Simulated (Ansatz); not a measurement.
# Phonons of Ta3BiC antiperovskite

The plan: relax Ta3BiC antiperovskite, check its phonons, and, if the lattice is stable, compute its Eliashberg function and ρ(T).

Calculated with Ansatz 0.2.0; DFT PBE, scalar-relativistic, plane waves, PAW.

The structure was built from a prototype and need not be the compound's stable phase.

## 1. Starting point

Symmetry: Pm-3m, No. 221, cubic system. Conventional cell: a = 4.544 Å, b = 4.544 Å, c = 4.544 Å, α = 90.00°, β = 90.00°, γ = 90.00°. Bi has 12 Ta at 3.21 Å nearest. Ta has 2 C at 2.27 Å and 8 Ta at 3.21 Å and 4 Bi at 3.21 Å nearest. Nearest to C lie 6 Ta at 2.27 Å. Farther neighbours are not listed.

## 2. Rough relaxation

The start is far from rest, so a relaxation with loose thresholds does the first part.

The input, input.yaml:

```yaml
crystal:
  lattice:
    - [4.54356, 0.0, 0.0]
    - [0.0, 4.54356, 0.0]
    - [0.0, 0.0, 4.54356]
  atoms:
    - { symbol: Bi, position: [0.0, 0.0, 0.0] }
    - { symbol: Ta, position: [0.5, 0.5, 0.0] }
    - { symbol: Ta, position: [0.5, 0.0, 0.5] }
    - { symbol: Ta, position: [0.0, 0.5, 0.5] }
    - { symbol: C, position: [0.5, 0.5, 0.5] }
kpoints:
  mp_grid: { grid: [4, 4, 4] }
hamiltonian:
  xc: pbe
scf:
  occupations: { method: gaussian, width: 0.1 }
output:
  forces: true
  stress: true
  eigenvalues: true
relax:
  adjacent_minimum: "off"
  f_tol: 0.05
  max_steps: 80
  cell: { stress_tol: 0.5 }
```

Command:

```console
ansatz run input.yaml --threads 4 --pin off --max-ram 16384MiB --backend cpu --events-out ev --progress --plain --runs-dir out
```

Numbers of over 12 decimals in the logs are rounded to 6 here.

Output:

```text
The last accepted step is kept in <dir> (removed where the run ends without a failure and the disk answers)
Engine: ansatz 0.2.0, aarch64-unknown-linux-gnu
Pseudopotentials: kind: paw
Pseudopotential: Bi, paw, valence charge 15, recommended cutoff 420 eV (normal), Bi.paw.azcp
Pseudopotential: Ta, paw, valence charge 13, recommended cutoff 420 eV (normal), Ta.paw.azcp
Pseudopotential: C, paw, valence charge 4, recommended cutoff 420 eV (normal), C.paw.azcp
Functional definition: PBE
  parameter kappa = 0.804
  parameter beta = 0.066725
  exchange = pbe_x(kappa = kappa, mu = beta*pi^2/3)
  correlation = pbe_c(beta = beta)
Crystal: 5 atoms, lattice volume = 93.797 Å³
Basis set: ecut = 420 eV, 1839 PW (Γ), exchange–correlation on 64×64×64 points (8 copies of the dense FFT grid, shifted against one another)
Bands: 35, of which v1, the nominal top of the filled ones, is band 29 counted from 1 (28 counted from 0)
Symmetry: 48 space group operations
Space group: Pm-3m (ITA 221), of the structure as read, at distance tolerance 4.5e-5 Å
k-points: 10 of 64
Non-local potential: Bi, projectors of the file, l = 0: 2, l = 1: 2, l = 2: 2, l = 3: 2
Non-local potential: Ta, projectors of the file, l = 0: 3, l = 1: 2, l = 2: 2, l = 3: 1
Non-local potential: C, projectors of the file, l = 0: 2, l = 1: 2, l = 2: 1
PAW form: soft (Blöchl's): semilocal exchange-correlation on the pseudo side does not see the compensation charge
PAW one-centre angular grid: Bi, 590 points (default); XC on 64 Gauss nodes
PAW one-centre angular grid: Ta, 590 points (default); XC on 64 Gauss nodes
PAW one-centre angular grid: C, 110 points (default); XC on 64 Gauss nodes
Initial density: superposition of atomic densities (neutral atoms: chi_scale 0, normalization atom), corrected by the library's trained network
Initial wavefunctions: pseudopotential atomic-orbital guess
Functional: x = pbe(κ = 0.804, μ = 0.219515), c = pbe(β = 0.066725)
SCF iter   1: F=—  HF=-42442.553959 eV  |F-HF|=—  |Δ(HF+E_count)|=         —  Δρ=3.70e-3  dr2=8.78e-3  ethr=1.77e-3  ⟨swp⟩=5.3  Hψ=1420  notcnv=0
preconditioner: auto → Kerker (q_TF=auto, 2.518 Å⁻¹)  [metal: Δε(μ)=0.066 eV  Ē_g=5.662 eV  σ=0.100 eV  W_gap=0.36  n_scr=26 (ndim 8)  ℏωp=18.8 eV  f_vac=0.000  D(μ)=5.41/eV (n_scr^D=56)]
SCF iter   2: F=—  HF=-42442.552953 eV  |F-HF|=—  |Δ(HF+E_count)|=   1.01e-3  Δρ=1.99e-3  dr2=2.24e-3  ethr=1.51e-5  ⟨swp⟩=2.1  Hψ=540  notcnv=0
SCF iter   3: F=—  HF=-42442.552933 eV  |F-HF|=—  |Δ(HF+E_count)|=   2.01e-5  Δρ=3.66e-4  dr2=9.98e-5  ethr=3.86e-6  ⟨swp⟩=2.1  Hψ=470  notcnv=0
SCF iter   4: F=—  HF=-42442.552941 eV  |F-HF|=—  |Δ(HF+E_count)|=   7.52e-6  Δρ=6.96e-5  dr2=5.32e-6  ethr=1.72e-7  ⟨swp⟩=2.1  Hψ=439  notcnv=0
SCF iter   5: F=—  HF=-42442.552940 eV  |F-HF|=—  |Δ(HF+E_count)|=   7.01e-7  Δρ=1.70e-5  dr2=3.09e-7  ethr=9.18e-9  ⟨swp⟩=2.0  Hψ=472  notcnv=0
SCF iter   6: F=-42442.552940 eV  HF=-42442.552940 eV  |F-HF|=6.94e-9  |Δ(HF+E_count)|=   2.80e-8  Δρ=4.60e-6  dr2=2.37e-8  ethr=1.72e-10  ⟨swp⟩=7.7  Hψ=1437  notcnv=0
SCF 1 converged in 6 iterations: F = -42442.552940 eV  dr2 = 2.37e-8
  greatest PAW one-centre occupation: 0.999 electrons in one spin orbital (limit 2), on the Ta atom at site 2 (counted from 0), in its partial waves of l = 0
relax step   1: F+E_penalty+E_count = -42442.55293977 eV  Δ(F+E_penalty+E_count) = +0.000e0 eV  max|allowed force component| = 3.329e-29 eV/Å  Δτ_max = 0.0000 Å  P = -14.561 GPa  Ω = 93.797 Å³  (6 SCF iters, dr2 threshold 1.00e-7 eV, accepted)
Crystal: 5 atoms, lattice volume = 80.737 Å³
Basis set: ecut = 420 eV, 1575 PW (Γ), exchange–correlation on 64×64×64 points (8 copies of the dense FFT grid, shifted against one another)
Initial density: handed on by an earlier stage of this run
Initial wavefunctions: those handed on with the density
iter 1 solved again at ethr=1.47e-3 eV; its pass at ethr=3.10e-3 eV (dr2=8.50e-1 eV) is discarded
SCF iter   1: F=—  HF=-42443.055578 eV  |F-HF|=—  |Δ(HF+E_count)|=         —  Δρ=2.09e-2  dr2=8.53e-1  ethr=1.47e-3  ⟨swp⟩=1.0  Hψ=2033  notcnv=0
preconditioner: auto → Kerker (q_TF=auto, 2.582 Å⁻¹)  [metal: Δε(μ)=0.070 eV  Ē_g=11.703 eV  σ=0.100 eV  W_gap=0.36  n_scr=26 (ndim 8)  ℏωp=24.1 eV  f_vac=0.000  D(μ)=5.36/eV (n_scr^D=56)]
SCF iter   2: F=—  HF=-42442.916441 eV  |F-HF|=—  |Δ(HF+E_count)|=   1.39e-1  Δρ=1.02e-2  dr2=2.74e-1  ethr=1.47e-3  ⟨swp⟩=2.1  Hψ=454  notcnv=0
SCF iter   3: F=—  HF=-42442.845846 eV  |F-HF|=—  |Δ(HF+E_count)|=   7.06e-2  Δρ=2.26e-3  dr2=1.33e-2  ethr=4.72e-4  ⟨swp⟩=2.1  Hψ=541  notcnv=0  defer=2
SCF iter   4: F=—  HF=-42442.841383 eV  |F-HF|=—  |Δ(HF+E_count)|=   4.46e-3  Δρ=3.16e-4  dr2=9.87e-5  ethr=2.28e-5  ⟨swp⟩=2.0  Hψ=470  notcnv=0  defer=2
SCF iter   5: F=—  HF=-42442.841286 eV  |F-HF|=—  |Δ(HF+E_count)|=   9.70e-5  Δρ=6.40e-5  dr2=2.71e-6  ethr=1.70e-7  ⟨swp⟩=3.1  Hψ=638  notcnv=0  defer=2
SCF iter   6: F=-42442.841285 eV  HF=-42442.841285 eV  |F-HF|=2.83e-8  |Δ(HF+E_count)|=   2.80e-7  Δρ=1.08e-5  dr2=1.03e-7  ethr=8.62e-10  ⟨swp⟩=8.7  Hψ=1598  notcnv=0
SCF 2 converged in 6 iterations: F = -42442.841285 eV  dr2 = 1.03e-7
relax step   2: F+E_penalty+E_count = -42442.84128531 eV  Δ(F+E_penalty+E_count) = -2.883e-1 eV  max|allowed force component| = 7.310e-30 eV/Å  Δτ_max = 0.0000 Å  P = +11.053 GPa  Ω = 80.737 Å³  energy of the carried Pulay correction = +8.225e-3 eV  (6 SCF iters, dr2 threshold 5.00e-7 eV, accepted)
Crystal: 5 atoms, lattice volume = 85.898 Å³
Basis set: ecut = 420 eV, 1743 PW (Γ), exchange–correlation on 64×64×64 points (8 copies of the dense FFT grid, shifted against one another)
iter 1 solved again at ethr=3.68e-4 eV; its pass at ethr=3.10e-3 eV (dr2=2.14e-1 eV) is discarded
SCF iter   1: F=—  HF=-42443.031270 eV  |F-HF|=—  |Δ(HF+E_count)|=         —  Δρ=9.90e-3  dr2=2.17e-1  ethr=3.68e-4  ⟨swp⟩=1.0  Hψ=1858  notcnv=0
preconditioner: auto → Kerker (q_TF=auto, 2.555 Å⁻¹)  [metal: Δε(μ)=0.094 eV  Ē_g=6.053 eV  σ=0.100 eV  W_gap=0.48  n_scr=26 (ndim 8)  ℏωp=19.6 eV  f_vac=0.000  D(μ)=4.77/eV (n_scr^D=32)]
SCF iter   2: F=—  HF=-42442.995913 eV  |F-HF|=—  |Δ(HF+E_count)|=   3.54e-2  Δρ=4.62e-3  dr2=6.36e-2  ethr=3.68e-4  ⟨swp⟩=2.1  Hψ=424  notcnv=0
SCF iter   3: F=—  HF=-42442.980060 eV  |F-HF|=—  |Δ(HF+E_count)|=   1.59e-2  Δρ=1.03e-3  dr2=3.00e-3  ethr=1.10e-4  ⟨swp⟩=2.0  Hψ=447  notcnv=0
SCF iter   4: F=—  HF=-42442.979080 eV  |F-HF|=—  |Δ(HF+E_count)|=   9.80e-4  Δρ=1.62e-4  dr2=2.58e-5  ethr=5.18e-6  ⟨swp⟩=2.0  Hψ=489  notcnv=0
SCF iter   5: F=—  HF=-42442.979081 eV  |F-HF|=—  |Δ(HF+E_count)|=   1.23e-6  Δρ=3.40e-5  dr2=8.10e-7  ethr=4.44e-8  ⟨swp⟩=2.4  Hψ=522  notcnv=0
SCF iter   6: F=-42442.979081 eV  HF=-42442.979081 eV  |F-HF|=1.79e-8  |Δ(HF+E_count)|=   4.79e-8  Δρ=6.44e-6  dr2=3.99e-8  ethr=8.62e-10  ⟨swp⟩=7.5  Hψ=1526  notcnv=0
SCF 3 converged in 6 iterations: F = -42442.979081 eV  dr2 = 3.99e-8
  greatest PAW one-centre occupation: 0.999 electrons in one spin orbital (limit 2), on the Ta atom at site 3 (counted from 0), in its partial waves of l = 0
relax step   3: F+E_penalty+E_count = -42442.97908089 eV  Δ(F+E_penalty+E_count) = -1.378e-1 eV  max|allowed force component| = 3.324e-29 eV/Å  Δτ_max = 0.0000 Å  P = -1.460 GPa  Ω = 85.898 Å³  energy of the carried Pulay correction = +4.831e-3 eV  (6 SCF iters, dr2 threshold 5.00e-7 eV, accepted)
[...]
relax step   4: F+E_penalty+E_count = -42442.98277076 eV  Δ(F+E_penalty+E_count) = -3.690e-3 eV  max|allowed force component| = 1.887e-30 eV/Å  Δτ_max = 0.0000 Å  P = -0.131 GPa  Ω = 85.241 Å³  energy of the carried Pulay correction = +5.252e-3 eV  (6 SCF iters, dr2 threshold 5.00e-7 eV, accepted)
Basis set: ecut = 420 eV, 1743 PW (Γ), exchange–correlation on 60×60×60 points (8 copies of the dense FFT grid, shifted against one another)
Initial wavefunctions: pseudopotential atomic-orbital guess (no wavefunctions were taken with the density)
iter 1 solved again at ethr=1.84e-8 eV; its pass at ethr=3.10e-3 eV (dr2=1.07e-5 eV) is discarded
SCF iter   1: F=—  HF=-42442.978555 eV  |F-HF|=—  |Δ(HF+E_count)|=         —  Δρ=2.02e-4  dr2=5.76e-6  ethr=1.84e-8  ⟨swp⟩=3.8  Hψ=2545  notcnv=0
preconditioner: auto → Kerker (q_TF=auto, 2.559 Å⁻¹)  [metal: Δε(μ)=0.036 eV  Ē_g=11.612 eV  σ=0.100 eV  W_gap=0.20  n_scr=26 (ndim 8)  ℏωp=23.5 eV  f_vac=0.000  D(μ)=4.61/eV (n_scr^D=32)]
SCF iter   2: F=—  HF=-42442.978723 eV  |F-HF|=—  |Δ(HF+E_count)|=   1.68e-4  Δρ=1.06e-4  dr2=1.28e-6  ethr=9.93e-9  ⟨swp⟩=2.0  Hψ=442  notcnv=0
SCF iter   3: F=—  HF=-42442.978716 eV  |F-HF|=—  |Δ(HF+E_count)|=   6.84e-6  Δρ=1.18e-5  dr2=1.89e-8  ethr=2.21e-9  ⟨swp⟩=2.5  Hψ=579  notcnv=0
iter 4 did not close the SCF: its close was put off for the readings that it lacked (scf_convergence_deferred on its scf_iter line)
SCF iter   4: F=-42442.978716 eV  HF=-42442.978716 eV  |F-HF|=1.38e-10  |Δ(HF+E_count)|=   2.64e-8  Δρ=9.12e-7  dr2=4.62e-10  ethr=3.25e-11  ⟨swp⟩=2.0  Hψ=461  notcnv=0
iter 5 did not close the SCF: its close was put off for the readings that it lacked (scf_convergence_deferred on its scf_iter line)
SCF iter   5: F=-42442.978716 eV  HF=-42442.978716 eV  |F-HF|=0.00e0  |Δ(HF+E_count)|=  2.55e-10  Δρ=1.47e-7  dr2=1.80e-11  ethr=1.00e-12  ⟨swp⟩=2.0  Hψ=470  notcnv=0
SCF iter   6: F=-42442.978716 eV  HF=-42442.978716 eV  |F-HF|=4.37e-11  |Δ(HF+E_count)|=  1.46e-11  Δρ=4.33e-8  dr2=2.71e-12  ethr=1.00e-12  ⟨swp⟩=1.6  Hψ=769  notcnv=0
SCF 5 converged in 6 iterations: F = -42442.978716 eV  dr2 = 2.71e-12
relax step   5: F+E_penalty+E_count = -42442.97871617 eV  Δ(F+E_penalty+E_count) = +4.055e-3 eV  max|allowed force component| = 8.599e-30 eV/Å  Δτ_max = 0.0000 Å  P = -0.181 GPa  Ω = 85.241 Å³  stress off target by 1.81e-1 GPa  SCF on the basis re-selected at this cell (its energy is not comparable with the rows above)  (6 SCF iters)
basis re-selected at this cell: Δ(F+E_penalty+E_count) = +4.055e-3 eV, ΔP = -0.050 GPa vs the last step (what re-selecting the basis moved, of the pressure what is left beyond the Pulay correction that the steps carried, after the strain that the cell walked since its last selection, with what the two solves' SCF thresholds leave and, on support functions, any second-order correction that the steps lacked; it is no measure of the basis error at this ecutwfc). The dense FFT grid was sized anew with the basis: this SCF ran on 30×30×30 points, the steps before it on 32×32×32, so part of this shift can come from that change (see relax.cell in the input reference). [rest of the remark cut]
SCF converged after 6 iterations
Free energy (F): -42442.978716 eV
Harris-Foulkes:  -42442.978716 eV  (|F-HF|=4.37e-11)
Internal energy: -42442.955662 eV  (E = F + TS)
E sigma→0 (E₀):  -42442.967189 eV
Entropy (-TS):   -0.023055 eV (-4.611 meV/atom)
Fermi energy:    17.771149 eV
--- Per-component energies (eV) ---
  E_band       = -333.472965
  E_kinetic    = 1493.692212
  E_local      = -2990.610503  (includes V_loc(G=0)·N_el)
  E_nonlocal   = 631.471158
  E_hartree    = 991.754268
  E_xc         = -854.367351
  E_vxc        = -816.052653  (∫ρ·V_xc dr)
  E_paw        = -35955.197938  (= ΣΔE_a)
  E_vpaw       = -635.481658  (= ΣTr[D̂ρ^β])
  E_aug_tail   = 0.000000  (compensation charges beyond the density's cutoff)
  E_ewald      = -5759.697507
  E_smearing   = -0.023055  (= −TS)
  E_closure    = 0.000000  (closes the sum)
  Σ components = -42442.978716   (vs F -42442.978716, Δ=0.00e0)
--- Forces (eV/Å), atoms counted from 1 ---
  atom   1  Bi     0.00000000     0.00000000    -0.00000000
  atom   2  Ta    -0.00000000     0.00000000    -0.00000000
  atom   3  Ta     0.00000000     0.00000000     0.00000000
  atom   4  Ta     0.00000000     0.00000000    -0.00000000
  atom   5  C      0.00000000     0.00000000    -0.00000000
  max |Σ_I F_I| component: 1.37e-29 eV/Å
--- Stress (GPa, compression-positive) ---
       -0.180817      -0.000000      -0.000000
       -0.000000      -0.180817       0.000000
       -0.000000       0.000000      -0.180817
  P = ⅓ Tr σ = -0.1808 GPa (-1.808 kbar)
--- Band table (eV; the first three rows and the last of 10) ---
  k-point 0: bands = [... 25 lower, 15.1039, 15.1039, 17.4979, 17.4979, 17.4979, 17.7649, 19.1173, 19.1173, ... 2 higher]
  k-point 1: bands = [... 25 lower, 15.2933, 15.3091, 16.2859, 18.1605, 18.1605, 18.6024, 19.2494, 20.2156, ... 2 higher]
  k-point 2: bands = [... 25 lower, 15.5347, 16.4309, 17.4653, 18.0760, 18.1776, 18.7928, 18.7928, 18.8798, ... 2 higher]
  k-point 9: bands = [... 25 lower, 16.9321, 16.9321, 16.9321, 17.5341, 17.5341, 17.5341, 19.0679, 19.8779, ... 2 higher]
--- Relaxed structure (4 steps of the walk, 4 accepted, 1 SCFs on fresh bases) ---
  F+E_penalty+E_count = -42442.97871617 eV   max|allowed force component| = 8.599e-30 eV/Å   (the final SCF, on the basis selected at the relaxed cell)
  cell:  # Å, volume = 85.2411 Å³
    - [4.400984, 0, 0]
    - [0, 4.400984, 0.0]
    - [0, 0.0, 4.400984]
  atoms:
    - { symbol: Bi, position: [0, 0, 0] }
    - { symbol: Ta, position: [0.5, 0.5, 0] }
    - { symbol: Ta, position: [0.5, 0, 0.5] }
    - { symbol: Ta, position: [0, 0.5, 0.5] }
    - { symbol: C, position: [0.5, 0.5, 0.5] }
```

Elapsed: 3.2 s, on 4 threads of Arm Neoverse V2, shared host; peak memory 0.41 GiB; 9.7 s of CPU time.

The steps of the relaxation:

```tsv
step	energy less that of the first step (eV)	largest force component (eV/Å)	pressure (GPa)	volume (Å³)
1	0.0000	0.0000	-14.56	93.80
2	-0.2883	0.0000	11.05	80.74
3	-0.4261	0.0000	-1.46	85.90
4	-0.4298	0.0000	-0.13	85.24
5*	-0.4258	0.0000	-0.18	85.24
```

Relaxation steps marked * repeat the geometry before them on a plane-wave basis chosen anew for their cell, so energy and pressure can jump there.

Forces are held to the 48 operations that the run works with; a distortion that breaks them can't arise in this run.

```tsv
conventional cell, symmetrised	before	after	change
a (Å)	4.544	4.401	-3.1 %
b (Å)	4.544	4.401	-3.1 %
c (Å)	4.544	4.401	-3.1 %
volume (Å³/atom)	18.76	17.05	-9.1 %
```

Numbers from this step:

- pressure: -0.1808 GPa
- volume per atom: 17.05 Å³
- metallic on mesh: yes
- gap on the k-mesh: 0 eV

The largest force is now zero by symmetry and the largest stress component 0.18 GPa.

## 3. Relaxation

Lattice constant and positions set the bands and the force constants, so the cell is relaxed first.

input.yaml, the sections that differ from step 2:

```yaml
crystal:
  lattice:
    - [4.4009836943, 0.0, 0.0]
    - [0.0, 4.4009836943, 0.0]
    - [0.0, 0.0, 4.4009836943]
  atoms:
    - { symbol: Bi, position: [0.0, 0.0, 0.0] }
    - { symbol: Ta, position: [0.5, 0.5, 0.0] }
    - { symbol: Ta, position: [0.5, 0.0, 0.5] }
    - { symbol: Ta, position: [0.0, 0.5, 0.5] }
    - { symbol: C, position: [0.5, 0.5, 0.5] }
kpoints:
  mp_grid: { grid: [6, 6, 6] }
relax:
  adjacent_minimum: "off"
  f_tol: 0.005
  max_steps: 80
  cell: { stress_tol: 0.05 }
# hamiltonian, scf, output: as in step 2
```

Output:

```text
[the first part of the log is left out]
  E_ewald      = -5766.389461
  E_smearing   = -0.038704  (= −TS)
  E_closure    = 0.000000  (closes the sum)
  Σ components = -42443.012332   (vs F -42443.012332, Δ=0.00e0)
[...]
--- Stress (GPa, compression-positive) ---
       -0.006459       0.000000      -0.000000
        0.000000      -0.006459      -0.000000
       -0.000000      -0.000000      -0.006459
  P = ⅓ Tr σ = -0.0065 GPa (-0.065 kbar)
--- Band table (eV; the first three rows and the last of 20) ---
[...]
--- Relaxed structure (3 steps of the walk, 2 accepted, 1 SCFs on fresh bases) ---
[...]
cell:  # Å, volume = 84.9447 Å³
    - [4.395876, 0, 0.0]
    - [0, 4.395876, 0.0]
    - [0, 0.0, 4.395876]
  atoms:
    - { symbol: Bi, position: [0, 0, 0] }
    - { symbol: Ta, position: [0.500000, 0.500000, 0] }
    - { symbol: Ta, position: [0.500000, 0, 0.500000] }
    - { symbol: Ta, position: [0, 0.500000, 0.500000] }
    - { symbol: C, position: [0.500000, 0.500000, 0.500000] }
```

Wall time 3.6 s (4 threads); peak memory 0.44 GiB.

Step by step:

```tsv
step	energy less that of the first step (eV)	largest force component (eV/Å)	pressure (GPa)	volume (Å³)
1	0.0000	0.0000	-0.64	85.24
2	-0.0002	0.0000	0.75	84.60
3	-0.0008	0.0000	0.00	84.94
4	-0.0005	0.0000	-0.01	84.94
```

The log counts 1 steps on a newly chosen plane-wave basis, not all of them marked here; energy and pressure can jump at such steps. Relaxation step 2 was tried and not accepted.

```tsv
conventional cell, symmetrised	before	after	change
a (Å)	4.401	4.396	-0.1 %
b (Å)	4.401	4.396	-0.1 %
c (Å)	4.401	4.396	-0.1 %
volume (Å³/atom)	17.05	16.99	-0.3 %
```

The relaxed structure:

```cif
data_structure
_symmetry_space_group_name_H-M 'P 1'
_symmetry_Int_Tables_number 1
_cell_length_a 4.3959
_cell_length_b 4.3959
_cell_length_c 4.3959
_cell_angle_alpha 90.000
_cell_angle_beta 90.000
_cell_angle_gamma 90.000
_cell_volume 84.94
loop_
_atom_site_label
_atom_site_type_symbol
_atom_site_fract_x
_atom_site_fract_y
_atom_site_fract_z
_atom_site_occupancy
Bi1 Bi 0.00000 0.00000 0.00000 1
Ta2 Ta 0.50000 0.50000 0.00000 1
Ta3 Ta 0.50000 0.00000 0.50000 1
Ta4 Ta 0.00000 0.50000 0.50000 1
C5 C 0.50000 0.50000 0.50000 1
```

This step gave:

| Item | Value |
| --- | --- |
| pressure | -0.006459 GPa |
| volume per atom | 16.99 Å³ |

The largest force is now zero by symmetry and the largest stress component 0.0065 GPa, small enough for phonons.

(Part 1 of 2 ends here.)

[Logs are printed without paths, hosts, clocks, repeated set-up lines and the standing remarks that a program may print on its own settings, such as how far it seeks lower states.]

[Hosts, paths, dates, database ids (printed as entryN), source tags and the programs' standing remarks are cut or masked in the printed files.]
